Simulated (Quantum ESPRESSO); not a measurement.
**Canted and collinear textures of CrO2**

The moments of CrO2 start in several directions and relax. Which textures last, and at what energy?

Main program and level: Quantum ESPRESSO 7.5; LDA with U = 3.5 eV on Cr d (ortho-atomic projectors); plane waves with GBRV 1.5 LDA potentials, no spin-orbit coupling.

Most raw output is cut from this account.

## (1) The starting structure

Symmetry: P4_2/mnm, No. 136, tetragonal system. The conventional cell has a = 4.421 Å, b = 4.421 Å, c = 2.917 Å, α = 90.00°, β = 90.00°, γ = 90.00°. Nearest to Cr lie 6 O at 1.88 to 1.92 Å. O has 3 Cr at 1.88 to 1.92 Å nearest. Farther neighbours and most contacts between anions are not listed.

As a file:

```cif
data_structure
_symmetry_space_group_name_H-M 'P 1'
_symmetry_Int_Tables_number 1
_cell_length_a 4.4210
_cell_length_b 4.4210
_cell_length_c 2.9170
_cell_angle_alpha 90.000
_cell_angle_beta 90.000
_cell_angle_gamma 90.000
_cell_volume 57.01
loop_
_atom_site_label
_atom_site_type_symbol
_atom_site_fract_x
_atom_site_fract_y
_atom_site_fract_z
_atom_site_occupancy
Cr1 Cr 0.00000 0.00000 0.00000 1
Cr2 Cr 0.50000 0.50000 0.50000 1
O3 O 0.30100 0.30100 0.00000 1
O4 O 0.19900 0.80100 0.50000 1
O5 O 0.69900 0.69900 0.00000 1
O6 O 0.80100 0.19900 0.50000 1
```

The cell comes from the Crystallography Open Database.

## (2) Start 1: collinear parallel

Contents of pw.in:

```
&CONTROL
  calculation = 'scf'
  prefix = 'pwscf'
  outdir = './tmp'
  pseudo_dir = './pseudo'
  disk_io = 'nowf'
/
&SYSTEM
  ibrav = 0
  celldm(1) = 8
  nat = 6
  ntyp = 2
  ecutwfc = 34
  ecutrho = 238
  nbnd = 72
  occupations = 'smearing'
  smearing = 'fd'
  degauss = 0.00734986
  noncolin = .true.
  starting_magnetization(1) = 0.2143
  angle1(1) = 0
  angle2(1) = 0
  starting_magnetization(2) = 0
  nosym = .true.
/
&ELECTRONS
  conv_thr = 1.2d-08
  electron_maxstep = 150
  mixing_beta = 0.3
/
ATOMIC_SPECIES
Cr     51.9961 cr_lda_v1.5.uspp.F.UPF
O      15.9990 o_lda_v1.2.uspp.F.UPF
CELL_PARAMETERS alat
   1.0443098996213    0.0000000000000    0.0000000000000
   0.0000000000000    1.0443098996213    0.0000000000000
   0.0000000000000    0.0000000000000    0.6890413881917
ATOMIC_POSITIONS crystal
Cr      0.0000000000    0.0000000000    0.0000000000
Cr      0.5000000000    0.5000000000    0.5000000000
O       0.3010000000    0.3010000000    0.0000000000
O       0.1990000000    0.8010000000    0.5000000000
O       0.6990000000    0.6990000000    0.0000000000
O       0.8010000000    0.1990000000    0.5000000000
K_POINTS automatic
3 3 5 0 0 0
HUBBARD {ortho-atomic}
U Cr-3d 3.5000
```

Command:

```console
$ OMP_NUM_THREADS=1 mpirun -n 2 pw.x -nk 2 -in pw.in > pw.out
```

Elapsed: 2.2 min, on 2 MPI ranks of Intel Xeon Platinum 8175M at 2.50GHz (Skylake/Cascade Lake), shared host; peak memory 0.4 GiB; 4.5 min of CPU time.

Spin moment in the atom's sphere by atom:

```tsv
atom	x (μB)	y (μB)	z (μB)	size
Cr1	0.00	0.00	1.96	1.96
Cr2	0.00	0.00	1.96	1.96
O3	0.00	0.00	-0.19	0.19
O4	0.00	0.00	-0.19	0.19
O5	0.00	0.00	-0.19	0.19
O6	0.00	0.00	-0.19	0.19
```

Read from the output:

```
smearing term TS       : 0.04435 eV
magnetization          : 0, 0, 4 μB
absolute magnetization : 5.729 μB
final state            : ferromagnetic
```

## (3) Start 2: random 1

Edit pw.in of step 2 so:

```diff
@@ -11,3 +11,3 @@
   nat = 6
-  ntyp = 2
+  ntyp = 3
   ecutwfc = 34
@@ -20,5 +20,8 @@
   starting_magnetization(1) = 0.2143
-  angle1(1) = 0
-  angle2(1) = 0
-  starting_magnetization(2) = 0
+  angle1(1) = 125.871
+  angle2(1) = 5.239
+  starting_magnetization(2) = 0.2144
+  angle1(2) = 47.727
+  angle2(2) = 112.894
+  starting_magnetization(3) = 0
   nosym = .true.
@@ -31,3 +34,4 @@
 ATOMIC_SPECIES
-Cr     51.9961 cr_lda_v1.5.uspp.F.UPF
+Cr1    51.9961 cr_lda_v1.5.uspp.F.UPF
+Cr2    51.9961 cr_lda_v1.5.uspp.F.UPF
 O      15.9990 o_lda_v1.2.uspp.F.UPF
@@ -38,4 +42,4 @@
 ATOMIC_POSITIONS crystal
-Cr      0.0000000000    0.0000000000    0.0000000000
-Cr      0.5000000000    0.5000000000    0.5000000000
+Cr1     0.0000000000    0.0000000000    0.0000000000
+Cr2     0.5000000000    0.5000000000    0.5000000000
 O       0.3010000000    0.3010000000    0.0000000000
@@ -47,2 +51,3 @@
 HUBBARD {ortho-atomic}
-U Cr-3d 3.5000
+U Cr1-3d 3.5000
+U Cr2-3d 3.5000
```

Elapsed: 6.6 min, on 2 MPI ranks; peak memory 0.41 GiB.

Spin moment in the atom's sphere by atom:

```tsv
atom	x (μB)	y (μB)	z (μB)	size
Cr1	1.10	1.61	0.18	1.96
Cr2	1.10	1.61	0.19	1.96
O3	-0.11	-0.16	-0.02	0.19
O4	-0.11	-0.16	-0.02	0.19
O5	-0.11	-0.16	-0.02	0.19
O6	-0.11	-0.16	-0.02	0.19
```

Numbers from this step:

```yaml
smearing_term_ts: 0.04432 eV
magnetization: 2.253, 3.283, 0.378 μB
absolute_magnetization: 5.729 μB
final_state: ferromagnetic
```

## (4) Start 3: random 2

Edit pw.in of step 3 so:

```diff
@@ -19,8 +19,8 @@
   noncolin = .true.
-  starting_magnetization(1) = 0.2143
-  angle1(1) = 125.871
-  angle2(1) = 5.239
+  starting_magnetization(1) = 0.2142
+  angle1(1) = 24.719
+  angle2(1) = -90.274
   starting_magnetization(2) = 0.2144
-  angle1(2) = 47.727
-  angle2(2) = 112.894
+  angle1(2) = 71.648
+  angle2(2) = -165.422
   starting_magnetization(3) = 0
```

The job ended after 5.2 min (2 MPI ranks; peak memory 0.41 GiB; 10 min of CPU time).

Spin moment in the atom's sphere by atom:

```tsv
atom	x (μB)	y (μB)	z (μB)	size
Cr1	-1.08	-0.77	1.44	1.96
Cr2	-1.08	-0.77	1.44	1.96
O3	0.11	0.08	-0.14	0.19
O4	0.11	0.08	-0.14	0.19
O5	0.11	0.08	-0.14	0.19
O6	0.11	0.08	-0.14	0.19
```

Read from the output:

```yaml
smearing_term_ts: 0.04434 eV
magnetization: -2.212, -1.577, 2.936 μB
absolute_magnetization: 5.729 μB
final_state: ferromagnetic
```

## (5) Start 4: two sublattices 120 degrees apart

Edit pw.in of step 4 so:

```diff
@@ -19,8 +19,8 @@
   noncolin = .true.
-  starting_magnetization(1) = 0.2142
-  angle1(1) = 24.719
-  angle2(1) = -90.274
-  starting_magnetization(2) = 0.2144
-  angle1(2) = 71.648
-  angle2(2) = -165.422
+  starting_magnetization(1) = 0.2143
+  angle1(1) = 90
+  angle2(1) = 0
+  starting_magnetization(2) = 0.2143
+  angle1(2) = 90
+  angle2(2) = 120
   starting_magnetization(3) = 0
```

Run time: 5.8 min. Hardware: 2 MPI ranks; peak memory 0.41 GiB; 12 min of CPU time.

Spin moment in the atom's sphere by atom:

```tsv
atom	x (μB)	y (μB)	z (μB)	size
Cr1	0.98	1.70	0.00	1.96
Cr2	0.98	1.69	0.00	1.96
O3	-0.10	-0.17	0.00	0.19
O4	-0.10	-0.17	0.00	0.19
O5	-0.10	-0.17	0.00	0.19
O6	-0.10	-0.17	0.00	0.19
```

This step gave:

| Item | Value |
| --- | --- |
| smearing term TS | 0.04431 eV |
| magnetization | 2, 3.464, 0 μB |
| absolute magnetization | 5.728 μB |
| final state | ferromagnetic |

## (6) The textures together

Textures, by row:

```tsv
start	final state	energy over the lowest (meV a seeded atom)	smallest moment (μB)	largest moment (μB)	net moment (μB a cell)	angles to the first moment (degrees)
collinear parallel	ferromagnetic	0	1.958	1.959	4	0
random 1	ferromagnetic	0	1.958	1.959	4	0
random 2	ferromagnetic	0	1.958	1.959	4	0
two sublattices 120 degrees apart	ferromagnetic	0	1.958	1.958	4	0
```

## (7) Summary of results

- lowest start: collinear parallel, random 1, random 2 and two sublattices 120 degrees apart
- its final state: ferromagnetic
- its moments: 1.96 μB
- its net moment: 4.00 μB a cell

In words: No finished start ends non-collinear. The mesh is coarse, so differences of some ten meV can be noise where moments are itinerant. Without spin–orbit coupling only the angles between moments matter. The cell holds only so many moments, so longer spirals cannot form in it. Energies are free energies at an electronic temperature of 1160 K, which lowers moments and differences where the moments are itinerant. The cutoff lies under the 40 Ry that these files are usually run at. The smearing term is large for its width, so states at the Fermi level are partly filled: at this level the cell is a metal or has a gap of a few widths at most.

[Logs and program files are shortened in this print: banners, set-up blocks, solver, clock and traceback lines can be left out without a mark of their own.]

[Logs are printed without paths, hosts, clocks, repeated set-up lines and the standing remarks that a program may print on its own settings, such as how far it seeks lower states.]

[Hosts, paths, dates, database ids (printed as entryN), source tags and the programs' standing remarks are cut or masked in the printed files.]

[Where a cell is said to come from a database of computed structures, the database is the Materials Project.]
